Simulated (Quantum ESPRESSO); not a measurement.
## SrLi (Pm-3m): from the cell to the phonon bands: relaxing the cell and atoms

Quantum ESPRESSO 7.5; DFT LDA, scalar-relativistic, plane waves, PseudoDojo norm-conserving pseudopotentials.

The structure was built from a prototype and need not be the compound's stable phase.

It takes space group Pm-3m (No. 221, cubic). The conventional cell has a = 4.164 Å, b = 4.164 Å, c = 4.164 Å, α = 90.00°, β = 90.00°, γ = 90.00°. Li has 8 Sr at 3.61 Å nearest. Nearest to Sr lie 8 Li at 3.61 Å. Farther neighbours are not listed.

Step by step:

| step | energy less that of the first step (eV) | largest force (eV/Å) | pressure (GPa) | volume (Å³) |
| --- | --- | --- | --- | --- |
| 1 | 0.0000 | 0.0000 | -0.62 | 72.20 |
| 2 | -0.0008 | 0.0000 | -0.57 | 71.97 |
| 3 | -0.0020 | 0.0000 | -0.51 | 71.63 |
| 4 | -0.0034 | 0.0000 | -0.41 | 71.13 |
| 5 | -0.0050 | 0.0000 | -0.25 | 70.37 |
| 6 | -0.0059 | 0.0000 | -0.01 | 69.24 |
| 7 | -0.0059 | 0.0000 | 0.00 | 69.21 |
| 8 | -0.0045 | 0.0000 | -0.04 | 69.21 |

| conventional cell, symmetrised | before | after | change |
| --- | --- | --- | --- |
| a (Å) | 4.164 | 4.106 | -1.4 % |
| b (Å) | 4.164 | 4.106 | -1.4 % |
| c (Å) | 4.164 | 4.106 | -1.4 % |
| volume (Å³/atom) | 36.10 | 34.61 | -4.1 % |

The relaxed structure:

```
CELL_PARAMETERS angstrom
4.10575 0.00000 0.00000
0.00000 4.10575 0.00000
0.00000 0.00000 4.10575
ATOMIC_POSITIONS crystal
Li 0.00000 0.00000 0.00000
Sr 0.50000 0.50000 0.50000
```

The last row of the table of steps is pw.x's closing run on a basis chosen anew for the final cell, so its energy can jump.

Numbers from this step:

```
volume per atom : 34.61 Å³
pressure        : -0.04300 GPa
```

The volume changes by -4.1 % from the cell with which this run began.

What was run to get this?

The system, level and task follow from the heading and the kind of results. Meshes, cutoffs and thresholds can't be read from the results; these are the ones that the run used.

relax.in

```
 &control
    calculation='vc-relax',
    prefix='x',
    outdir='./tmp',
    pseudo_dir='./pseudo',
    tprnfor=.true.,
    tstress=.true.,
    forc_conv_thr=2.0d-05,
    etot_conv_thr=1.0d-07,
    nstep=40,
 /
 &system
    ibrav=1,
    celldm(1)=7.86884999,
    nat=2,
    ntyp=2,
    ecutwfc=66.0,
    occupations='smearing',
    smearing='mp',
    degauss=0.02,
 /
 &electrons
    conv_thr=1.0d-11,
    mixing_beta=0.7,
    electron_maxstep=100,
 /
 &ions
 /
 &cell
    press_conv_thr=0.2,
 /
ATOMIC_SPECIES
 Li      6.9400  Li.upf
 Sr     87.6200  Sr.upf
ATOMIC_POSITIONS crystal
 Li     0.000000000   0.000000000   0.000000000
 Sr     0.500000000   0.500000000   0.500000000
K_POINTS automatic
 8 8 8 0 0 0
```

The run is started by

```sh
$ OMP_NUM_THREADS=1 mpirun -n 4 pw.x -nk 4 -in relax.in > relax.out
```

[Host names and launcher messages were left out of these logs when they were recorded.]

[Logs are printed without paths, hosts, clocks, repeated set-up lines and the standing remarks that a program may print on its own settings, such as how far it seeks lower states.]

[Hosts, paths, dates, database ids (printed as entryN), source tags and the programs' standing remarks are cut or masked in the printed files.]
